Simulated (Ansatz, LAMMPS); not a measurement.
**Amorphous 93SiO2-7Al2O3 (mol %) (88 atoms): geometry optimisation**

Aim: bring amorphous 93SiO2-7Al2O3 (mol %) (88 atoms) to a nearby minimum of the energy and see what moves.

Method: Kohn-Sham DFT, PBE, PAW (set soft_2), plane waves, in Ansatz 0.2.0.

The raw output is cut from this account; settings, times and results stay.

### Step 1. The structure

The cell holds 88 atoms: 26 Si, 4 Al and 58 O. Its edges and angles: a = 10.886 Å, b = 10.886 Å, c = 10.886 Å, α = 90.0°, β = 90.0°, γ = 90.0°. 88 atoms (26 Si, 4 Al, 58 O) placed at random at 2.27 g/cm³, melted at 5000 K for 10 ps at fixed volume with the Morse and Coulomb pair potential with partial charges (Pedone, Malavasi, Menziani, Cormack and Segre, J. Phys. Chem. B 110, 11780 (2006)). Quenched from 5000 K to 300 K at 50 K/ps and fixed volume, held 5 ps, then minimised at fixed cell.

Before any run, some limits are plain. The quench rate of 50 K/ps far exceeds what a furnace or splat quench reaches, so expect more defects and frozen-in strain than in a real sample. The network of bonds at the start is that of the classical potential that made the cell. Only the Γ point is sampled in the main run, in a cell whose shortest periodic width is 11 Å.

### Step 2. The classical run that made the cell

A classical potential supplies the starting structure, since it reaches far longer times than DFT.

This step: classical MD, Morse and Coulomb pair potential with partial charges (Pedone, Malavasi, Menziani, Cormack and Segre, J. Phys. Chem. B 110, 11780 (2006)) (LAMMPS 22 Jul 2025 - Update 4).

in.lmp reads:

```
# melt-quench of Si26Al4O58
units metal
atom_style charge
boundary p p p
region box block 0 10.8863 0 10.8863 0 10.8863
create_box 3 box
mass 1 28.0850   # Si
mass 2 26.9815   # Al
mass 3 15.9990   # O
create_atoms 1 random 26 41489 NULL overlap 1.5 maxtry 2000
create_atoms 2 random 4 41496 NULL overlap 1.5 maxtry 2000
create_atoms 3 random 58 41503 NULL overlap 1.5 maxtry 2000
pair_style hybrid/overlay pedone 5.5 coul/long 8.0
pair_coeff * * coul/long
pair_coeff 1 3 pedone 0.340554 2.006700 2.100000 1   # Si-O
pair_coeff 2 3 pedone 0.361581 1.900442 2.164818 0.9   # Al-O
pair_coeff 3 3 pedone 0.042395 1.379316 3.618701 22   # O-O
set type 1 charge 2.4
set type 2 charge 1.8
set type 3 charge -1.2
kspace_style pppm 1.0e-4
neigh_modify delay 0 every 1 check yes
thermo_style custom step time temp pe press density
thermo_modify norm yes
timestep 0.002
thermo 100
min_style cg
minimize 1e-4 1e-4 200 2000
reset_timestep 0
velocity all create 5000 41490 mom yes dist gaussian
fix lim all nve/limit 0.05
fix lan all langevin 5000 5000 0.2 41491 zero yes
thermo 500
run 1000 post no
# [... 10 lines left out ...]
thermo 1250
fix md all nvt temp 300 300 0.2
run 2500 post no
unfix md
thermo 100
min_style cg
minimize 0 1e-3 2000 20000
write_dump all custom glass.dump id type xs ys zs modify sort id
```

Command:

```console
> lmp -in in.lmp -log none -nocite
```

Run time: 23 s. Hardware: 1 thread of Intel Xeon at 2.60GHz (Ice Lake), shared host; peak memory 0.07 GiB.

### Step 3. Single point at the start

The forces at the start show how far the geometry lies from a minimum of this functional.

input.yaml reads:

```yaml
crystal:
  lattice:
    - [10.8863, 0.0, 0.0]
    - [0.0, 10.8863, 0.0]
    - [0.0, 0.0, 10.8863]
  atoms:
    - { symbol: Si, position: [0.23932, 0.82348, 0.25283] }
    - { symbol: Si, position: [0.54615, 0.68464, 0.64479] }
    - { symbol: Si, position: [0.15627, 0.06762, 0.35486] }
    - { symbol: Si, position: [0.06982, 0.8944, 0.56478] }
    - { symbol: Si, position: [0.87796, 0.04036, 0.72313] }
    - { symbol: Si, position: [0.19536, 0.51997, 0.83686] }
    - { symbol: Si, position: [0.87834, 0.73168, 0.11974] }
    - { symbol: Si, position: [0.62736, 0.93423, 0.76265] }
[... 76 atom lines left out ...]
    - { symbol: O, position: [0.18153, 0.45934, 0.70226] }
    - { symbol: O, position: [0.10255, 0.48684, 0.94634] }
    - { symbol: O, position: [0.94169, 0.59781, 0.08905] }
    - { symbol: O, position: [0.55293, 0.724, 0.28046] }
kpoints:
  mp_grid: { grid: [1, 1, 1] }
hamiltonian:
  xc: pbe
scf:
  occupations: { method: fermi_dirac, width: 0.025 }
output:
  forces: true
```

Command:

```console
> ansatz run input.yaml --threads 4 --pin off --max-ram 8192MiB --backend cpu --events-out ev --progress --plain --runs-dir out
```

It took 8.1 s on 4 threads of Intel Xeon at 2.60GHz (Ice Lake), shared host; peak memory 1.5 GiB.

Read from the output:

- free energy: -51683.5905 eV
- free energy per atom: -587.3135 eV/atom
- SCF cycles: 9
- r.m.s. force component: 0.6514 eV/Å
- longest force: 2.224 eV/Å
- Fermi energy: 4.149 eV

The r.m.s. force component of 0.65 eV/Å sets the starting point.

Neighbours are counted within 2.08 Å (O-Si), 2.19 Å (O-Al).

Length of the force by element and coordination:

| element | coordination | atoms | mean length of the force (eV/Å) | spread | least | most |
| --- | --- | --- | --- | --- | --- | --- |
| Al | all | 4 | 0.797 | 0.289 | 0.541 | 1.27 |
| Al | 3 | 1 | 0.576 | 0 | 0.576 | 0.576 |
| Al | 4 | 3 | 0.871 | 0.299 | 0.541 | 1.27 |
| O | all | 58 | 0.886 | 0.320 | 0.108 | 1.50 |
| O | 2 | 55 | 0.882 | 0.325 | 0.108 | 1.50 |
| O | 3 | 3 | 0.954 | 0.200 | 0.680 | 1.15 |
| Si | all | 26 | 1.42 | 0.453 | 0.648 | 2.22 |

### Step 4. Cell and atoms relaxed

The cell is relaxed with the atoms, since the starting lattice needn't suit this functional.

Changes to input.yaml since step 3:

```diff
@@ -15 +15,5 @@
   forces: true
+relax:
+  f_tol: 0.04
+  max_steps: 250
+  cell: {}
```

Run time: 63 s. Hardware: 4 threads; peak memory 1.5 GiB.

Relaxation path:

| step | energy less that of the first step (eV) | largest force component (eV/Å) | pressure (GPa) | volume (Å³) |
| --- | --- | --- | --- | --- |
| 1 | 0.0000 | 2.2068 | 2.06 | 1290.15 |
| 2 | -1.4974 | 1.6922 | 1.14 | 1292.64 |
| 3 | -3.2933 | 0.5601 | -0.24 | 1275.71 |
| 4 | -3.7876 | 0.4211 | -0.02 | 1250.09 |
| 5 | -3.9519 | 0.3274 | -0.05 | 1244.00 |
| 6 | -3.9716 | 0.1104 | 0.01 | 1243.86 |
| 7 | -3.9757 | 0.0373 | 0.00 | 1243.68 |
| 8* | -3.8965 | 0.0373 | -0.14 | 1243.68 |
| 9 | -3.9126 | 0.0339 | 0.00 | 1240.58 |
| 10* | -3.9056 | 0.0338 | -0.01 | 1240.58 |

Relaxation steps marked * repeat the geometry before them on a plane-wave basis chosen anew for their cell, so energy and pressure can jump there.

| cell as run | before | after | change |
| --- | --- | --- | --- |
| a (Å) | 10.886 | 10.888 | +0.0 % |
| b (Å) | 10.886 | 10.954 | +0.6 % |
| c (Å) | 10.886 | 10.413 | -4.3 % |
| α (°) | 90.00 | 89.66 | -0.4 % |
| β (°) | 90.00 | 91.11 | +1.2 % |
| γ (°) | 90.00 | 87.52 | -2.8 % |
| volume (Å³/atom) | 14.66 | 14.10 | -3.8 % |

The atoms that moved most (Å, as changes of fractional coordinates times the final cell):

| atom | dx | dy | dz | length |
| --- | --- | --- | --- | --- |
| O47 | -0.378 | -0.093 | -0.133 | 0.411 |
| O36 | 0.087 | 0.392 | -0.032 | 0.402 |
| O52 | -0.084 | 0.229 | 0.260 | 0.356 |
| O60 | -0.108 | -0.073 | -0.317 | 0.343 |
| O73 | 0.097 | -0.257 | -0.148 | 0.312 |
| O84 | 0.092 | 0.182 | 0.235 | 0.311 |
| O83 | -0.035 | -0.289 | 0.106 | 0.310 |
| O33 | 0.132 | -0.173 | -0.220 | 0.309 |

The relaxation changed the energy by -44.4 meV/atom, and atoms moved by 0.20 Å r.m.s., 0.41 Å at most.

### Step 5. Structure statistics after relaxation

Bonds before and after, by the cutoffs listed below:

| pair | bonds before | bonds after | mean before (Å) | mean after (Å) | spread before (Å) | spread after (Å) |
| --- | --- | --- | --- | --- | --- | --- |
| O-Si | 104 | 104 | 1.623 | 1.636 | 0.027 | 0.026 |
| O-Al | 15 | 16 | 1.766 | 1.793 | 0.126 | 0.128 |

Density 2.36 g/cm³, 14.10 Å³ an atom.

g(r), total and by pair (bins of 0.2 Å):

| r (Å) | total | O-O | O-Si | O-Al | Si-Si | Si-Al | Al-Al |
| --- | --- | --- | --- | --- | --- | --- | --- |
| 1.50 | 0.31 | 0.00 | 0.79 | 0.00 | 0.00 | 0.00 | 0.00 |
| 1.70 | 5.13 | 0.00 | 11.94 | 7.92 | 0.00 | 0.00 | 0.00 |
| 1.90 | 0.14 | 0.00 | 0.00 | 2.40 | 0.00 | 0.00 | 0.00 |
| 2.10 | 0.03 | 0.00 | 0.00 | 0.45 | 0.00 | 0.00 | 0.00 |
| 2.30 | 0.00 | 0.00 | 0.00 | 0.00 | 0.00 | 0.00 | 0.00 |
| 2.50 | 0.66 | 1.47 | 0.00 | 0.00 | 0.00 | 0.00 | 9.30 |
| 2.70 | 2.13 | 4.90 | 0.00 | 0.00 | 0.00 | 0.00 | 0.00 |
| 2.90 | 0.67 | 1.13 | 0.00 | 0.00 | 1.34 | 2.17 | 0.00 |
| 3.10 | 0.87 | 0.49 | 0.30 | 0.66 | 4.59 | 3.88 | 0.00 |
| 3.30 | 0.66 | 0.54 | 0.47 | 0.97 | 1.12 | 3.04 | 0.00 |
| 3.50 | 0.84 | 0.58 | 1.34 | 1.21 | 0.00 | 0.00 | 0.00 |
| 3.70 | 0.91 | 0.62 | 1.37 | 1.89 | 0.00 | 0.00 | 0.00 |
| 3.90 | 1.22 | 0.88 | 1.82 | 1.53 | 0.19 | 0.93 | 0.00 |
| 4.10 | 1.10 | 0.65 | 1.73 | 1.01 | 0.70 | 0.85 | 0.00 |
| 4.30 | 1.19 | 0.75 | 1.62 | 2.18 | 0.95 | 0.74 | 0.00 |
| 4.50 | 0.77 | 0.63 | 0.77 | 0.84 | 1.24 | 1.16 | 3.02 |
| 4.70 | 1.03 | 1.32 | 0.58 | 1.15 | 1.52 | 1.08 | 0.00 |
| 4.90 | 1.16 | 1.67 | 0.61 | 0.44 | 1.33 | 1.97 | 2.54 |
| 5.10 | 1.07 | 1.53 | 0.67 | 0.41 | 1.00 | 0.91 | 2.40 |

Bonds by pair of elements; cutoffs follow the first minimum of g(r), held within bounds set by covalent radii, and pairs that aren't listed don't count as bonded:

| pair A-B | cutoff (Å) | bonds | mean length (Å) | spread (Å) | shortest (Å) | B about A | A about B |
| --- | --- | --- | --- | --- | --- | --- | --- |
| O-Si | 2.08 | 104 | 1.64 | 0.026 | 1.59 | 1.79 | 4 |
| O-Al | 2.19 | 16 | 1.79 | 0.128 | 1.70 | 0.276 | 4 |

How many atoms have how many bonded neighbours:

| element | mean | 2 | 3 | 4 |
| --- | --- | --- | --- | --- |
| Al | 4 | 0 | 0 | 4 |
| O | 2.07 | 54 | 4 | 0 |
| Si | 4 | 0 | 0 | 26 |

Bond angles (no mean is given where the spread exceeds 20°):

| angle | count | mean (°) | spread (°) |
| --- | --- | --- | --- |
| O-Si-O | 156 | 110 | 4.7 |
| Si-O-Si | 46 | 143 | 11.9 |
| O-Al-O | 24 | 108 | 12.3 |
| Al-O-Si | 18 | 132 | 11.4 |
| Al-O-Al | 2 | 89.5 | 2.3 |

Oxygen atoms by the number of network formers (Si, P, Ge, B, Al, As, Ga) bound to them:

| network formers bound to O | O atoms | per cent |
| --- | --- | --- |
| 0 | 0 | 0 |
| 1 | 0 | 0 |
| 2 | 54 | 93.1 |
| 3 | 4 | 6.9 |

Network units: each former by its oxygen neighbours and how many of them bridge to another former:

| former | O neighbours | bridging O | atoms |
| --- | --- | --- | --- |
| Si | 4 | 4 | 26 |
| Al | 4 | 4 | 4 |

Bond length by coordination (bonds to H left out):

| element | coordination | atoms | mean bond length (Å) |
| --- | --- | --- | --- |
| O | 2 | 54 | 1.64 |
| O | 3 | 4 | 1.81 |

Rings of the network by King's shortest-path rule, up to 12 atoms, one path for each pair of neighbours; H, halogens, alkali and alkaline-earth atoms are left out:

| ring size (atoms) | rings | per network atom |
| --- | --- | --- |
| 4 | 1 | 0.011 |
| 6 | 1 | 0.011 |
| 8 | 7 | 0.08 |
| 10 | 18 | 0.205 |
| 12 | 18 | 0.205 |

Among the first-shell peaks of g(r) are those at about 2.7 Å (O-O), 1.6 Å (O-Si), 1.8 Å (O-Al), 3.1 Å (Si-Si) and 3.1 Å (Si-Al). With the cutoffs above, all Al atoms have 4, 93 % of O atoms have 2 and all Si atoms have 4 bonded neighbours. The O-Si-O angle averages 110° with a spread of 5°. 93 % of the oxygens bridge two formers and 0 % are non-bridging; 7 % join three. The commonest Si unit has 4 oxygens, 4 of them shared with other formers (26 of 26 atoms). Rings of 10 and 12 atoms are the most common (40 % each of those counted); sizes run from 4 to 12, where the search stops.

### Step 6. Single point at the relaxed geometry

The electronic structure is read at the final geometry, in a run of its own.

input.yaml reads:

```yaml
crystal:
  lattice:
    - [10.88529, 0.23692, -0.1037]
    - [0.23692, 10.95132, 0.03323]
    - [-0.1037, 0.03323, 10.41281]
  atoms:
    - { symbol: Si, position: [0.25023, 0.82106, 0.24516] }
    - { symbol: Si, position: [0.55814, 0.69295, 0.64851] }
    - { symbol: Si, position: [0.15486, 0.05607, 0.35008] }
    - { symbol: Si, position: [0.06936, 0.87645, 0.55823] }
    - { symbol: Si, position: [0.88494, 0.04013, 0.71652] }
    - { symbol: Si, position: [0.20354, 0.52619, 0.83799] }
    - { symbol: Si, position: [0.88475, 0.73843, 0.11631] }
    - { symbol: Si, position: [0.63061, 0.94558, 0.75593] }
[... 76 atom lines left out ...]
    - { symbol: O, position: [0.20344, 0.45596, 0.70006] }
    - { symbol: O, position: [0.10202, 0.47931, 0.93615] }
    - { symbol: O, position: [0.9399, 0.60064, 0.07565] }
    - { symbol: O, position: [0.57132, 0.72109, 0.28333] }
kpoints:
  mp_grid: { grid: [1, 1, 1] }
hamiltonian:
  xc: pbe
scf:
  occupations: { method: fermi_dirac, width: 0.025 }
output:
  forces: true
  stress: true
  populations: true
  dos:
    method: { smearing: { sigma: 0.08 } }
    de: 0.05
    projected: { site_lists: { Al: [Al], O: [O], Si: [Si] } }
  eigenvalues: true
  write_density: true
  write_potential: true
  volumetric_format: npy
```

Elapsed: 11 s, on 4 threads; peak memory 1.5 GiB; 39 s of CPU time.

The program notes that the exchange-correlation potential is rough where the density is thin.

Numbers from this run:

* free energy: -51687.4960 eV
* free energy per atom: -587.3579 eV/atom
* SCF cycles: 9
* pressure: -0.01126 GPa
* r.m.s. force component: 0.00551 eV/Å
* longest force: 0.03835 eV/Å
* Fermi energy: 4.354 eV
* gap (highest filled to lowest empty level): 4.631 eV
* spilling of the projection: 0.01309

Löwdin charges by element and coordination (they lack the spilled electrons, 0.069 e an atom on average):

| element | coordination | atoms | mean charge (e) | spread | least | most |
| --- | --- | --- | --- | --- | --- | --- |
| Al | all | 4 | 1.41 | 0.0202 | 1.38 | 1.43 |
| O | all | 58 | -0.790 | 0.023 | -0.856 | -0.750 |
| O | 2 | 54 | -0.791 | 0.0219 | -0.856 | -0.767 |
| O | 3 | 4 | -0.785 | 0.0338 | -0.830 | -0.750 |
| Si | all | 26 | 1.78 | 0.0138 | 1.75 | 1.80 |

Density of states as counts of states in windows of 1 eV (from the Fermi level), total and the larger projections:

| from (eV) | to (eV) | total | O p | Si p |
| --- | --- | --- | --- | --- |
| -18 | -12 | 0.0 | 0.0 | 0.0 |
| -12 | -11 | 10.9 | 7.1 | 0.4 |
| -11 | -10 | 13.6 | 9.2 | 0.8 |
| -10 | -9 | 17.0 | 12.0 | 1.7 |
| -9 | -8 | 30.0 | 22.7 | 5.2 |
| -8 | -7 | 35.3 | 27.6 | 6.0 |
| -7 | -6 | 23.2 | 18.6 | 2.4 |
| -6 | -5 | 52.1 | 45.2 | 3.5 |
| -5 | -4 | 70.5 | 65.1 | 2.4 |
| -4 | -3 | 72.1 | 68.6 | 1.3 |
| -3 | -2 | 23.4 | 22.7 | 0.2 |
| -2 | 2 | 0.0 | 0.0 | 0.0 |
| 2 | 3 | 2.0 | 0.1 | 0.1 |
| 3 | 4 | 5.4 | 0.5 | 1.0 |
| 4 | 5 | 12.8 | 1.3 | 3.2 |

Between -23 and -18 eV lie 116 more states.

The levels nearest the highest filled one (over half full), pooled over k-points and spins:

| level less the highest filled one (eV) | occupation |
| --- | --- |
| -0.464 | 2 |
| -0.395 | 2 |
| -0.381 | 2 |
| -0.260 | 2 |
| -0.136 | 2 |
| 0 | 2 |
| 4.63 | 0 |
| 5.91 | 0 |
| 6.12 | 0 |
| 6.32 | 0 |
| 6.38 | 0 |
| 6.71 | 0 |

Electrostatic potential energy in the bc plane at fractional x = 0.571, with atoms of Si and Al and O within 0.2 Å of it. With pseudopotentials it is smooth inside the atoms' cores, unlike the true potential.

Values in eV, 13 rows by 16 columns, each cell a mean:
```
  7   8   9   8   6   5   6   7   4 -10   1   7   7   6   4   5
  7   8   7   5   3  -2  -2  -9  -1   1   6   8   8   7   5   5
  0   5  -1 -31 -13  -1 -16 -36  -5   4   5   6   6   4  -6 -14
 -5   4   1 -10   1   7   6   1   7   4 -11 -18 -11  -7  -8 -18
  6   7   6   7   9   9   9   9   8   1 -31 -38 -12   4   5   3
  8   8   8   9   9   9   9   8   7   5  -6 -13   1   7   8   8
  7   9   9   9   9   9   8  -4   0   7   7   5   3   4  -8 -13
  7   9   9   9   9   8   3 -33 -21   8   9   4 -10 -12 -21 -25
  9   9   9   9   9   6   2  -3   3   9   6 -16 -13  -5   4   8
  9   9   9   8   5   4   1   4   7   8   0 -32 -13   6   8   9
  7   9   8   0 -22 -19 -17  -2   8   4  -7 -10  -2   6   7   7
  7   9   7  -5 -36 -33  -2   8   8   2 -11  -6  -9   0  -1   2
  6   8   8   5  -4  -3   5   8   6 -21 -11  -5   0  -7  -6  -2
```
Columns run along b (11.0 Å; values clipped at the 3rd and 97th percentile), rows up along c (10.4 Å). Atoms in or near the plane, at fractional coordinates: Si at (0.69, 0.65), Si at (0.30, 0.12), Al at (0.70, 0.12), O at (0.94, 0.44), O at (0.48, 0.42), O at (0.45, 0.80), O at (0.72, 0.28).

Valence density in the bc plane at fractional x = 0.571, with atoms of Si and Al and O within 0.2 Å of it. It is the smooth field of the valence electrons, not physical close to the nuclei.

Ten steps, logarithmic in the rise over the least value, from '_' (0.0 e/Å³) to '@' (6.7 e/Å³), each cell a mean:
```
..__________......::--::::....::==**%%##++--....::------::::::
::..________......::::::::::::::--==++==--..______......::::::
::..____..::::--::::::--==++++==------::..____________..::::--
::::....::==****++==--==**%%%%##++--::....______........::----
----::::==**%%@@##++--==##@@@@%%++--..........::------::::----
++++----==**%%@@##==----++##%%##==::..::::::--==++**++==--==++
**++==----==****++--....::====--::..::::----==++####**==--==++
++==--::..::----::..______........::------::--++****++------==
::::....____..________________....--====--::::====--::::..::::
..____________________________....::--====--------::..........
..__________________________......::::::--====--::......::::::
--..____________________..::--==--::....::--==----::::==++**++
==::__________________..::++####**==......::--------==**%%@@##
++::__________________..==##@@@@%%++::......::::----==##@@@@%%
--..__________________..--**%%@@##==::....::--==----==++####**
..__________________....::==++++==::....--**##**++==----------
..____________........::::----::::....::++%%@@@@**==::........
::....____....::::::::--====--::..__..::++%%@@%%**--........::
==--::..__..::------==++####++--..__..::==**##**==::......--==
++==::......::------==**####++--..__....::--------::....::--==
==--::....::--==--::--++++++==::......::......::------::::--==
::........--====--::------::::....::--==--....--==++++==--::::
..______..::--====------::......--++****++--::--++****++--::..
..______....::::--------::....::==##%%%%**==::::==++++++--::..
```
Columns run along b (11.0 Å), rows up along c (10.4 Å). Atoms in or near the plane, at fractional coordinates: Si at (0.69, 0.65), Si at (0.30, 0.12), Al at (0.70, 0.12), O at (0.94, 0.44), O at (0.48, 0.42), O at (0.45, 0.80), O at (0.72, 0.28).

Mean Löwdin charges: Al +1.41, O -0.79, Si +1.78 e (they miss 1.3 % of the electrons, so they add up to more than the cell's charge).

The surroundings of Al29, one of the 4 Al atoms, nearest first, numbered as they follow in the input and with coordinates relative to it.

| atom | x | y | z | distance (Å) | bonds | Löwdin charge (e) |
| --- | --- | --- | --- | --- | --- | --- |
| Al29 | 0.00 | 0.00 | 0.00 | 0.00 | 4 | 1.43 |
| O74 | -1.06 | -1.14 | 0.71 | 1.71 | 2 | -0.84 |
| O81 | 0.67 | 1.08 | 1.15 | 1.71 | 2 | -0.83 |
| O33 | -0.76 | 0.70 | -1.38 | 1.72 | 2 | -0.83 |
| O57 | 1.79 | -1.24 | 0.03 | 2.18 | 3 | -0.75 |
| Si6 | -0.87 | -2.70 | 0.96 | 3.00 | 4 | 1.78 |
| Si23 | 0.94 | 1.22 | 2.71 | 3.12 | 4 | 1.77 |
| Si4 | -2.22 | 1.09 | -1.93 | 3.14 | 4 | 1.77 |
| O82 | 2.22 | -0.42 | -2.37 | 3.27 | 2 | -0.78 |
| Si2 | 3.04 | -0.80 | -1.05 | 3.32 | 4 | 1.77 |
| Si10 | 2.05 | -2.38 | 1.30 | 3.40 | 4 | 1.75 |
| O61 | 0.60 | -3.02 | 1.62 | 3.48 | 2 | -0.78 |
| O85 | -0.88 | -3.48 | -0.48 | 3.62 | 2 | -0.80 |
| O73 | 0.02 | 0.23 | 3.63 | 3.64 | 2 | -0.78 |
| O69 | -3.20 | 1.70 | -0.74 | 3.69 | 2 | -0.78 |
| O67 | 2.50 | 2.74 | -0.29 | 3.72 | 2 | -0.77 |
| O49 | 3.78 | 0.42 | -0.27 | 3.81 | 2 | -0.78 |
| O83 | -2.97 | -0.25 | -2.55 | 3.92 | 2 | -0.77 |

### Step 7. K-mesh 2×2×2

A denser mesh tests the sampling of the Brillouin zone.

Changes to input.yaml since step 6:

```diff
@@ -8,3 +8,3 @@
 kpoints:
-  mp_grid: { grid: [1, 1, 1] }
+  mp_grid: { grid: [2, 2, 2] }
 hamiltonian:
@@ -22,4 +22 @@
   eigenvalues: true
-  write_density: true
-  write_potential: true
-  volumetric_format: npy
```

Run time: 88 s. Hardware: 4 threads; peak memory 6.1 GiB; 5.5 min of CPU time.

The program notes that it cut back its work space to fit the memory limit.

Geometry and reference: those of the single point at the relaxed geometry.

Forces differ from those of the single point at the relaxed geometry by 3.1 meV/Å r.m.s.; the energy by -0.59 meV/atom. It took roughly 8.2 times the reference's time (one timing each, with unlike analyses asked), in 9 cycles against 9.

(Continued in part 2 of 2.)

[Long decimals in the printed logs are rounded to 6 places.]

[Logs are printed without paths, hosts, clocks, repeated set-up lines and the standing remarks that a program may print on its own settings, such as how far it seeks lower states.]

[Hosts, paths, dates, database ids (printed as entryN), source tags and the programs' standing remarks are cut or masked in the printed files.]

[A walk said to have stopped at its limit may instead have ended on an SCF cycle that didn't converge.]
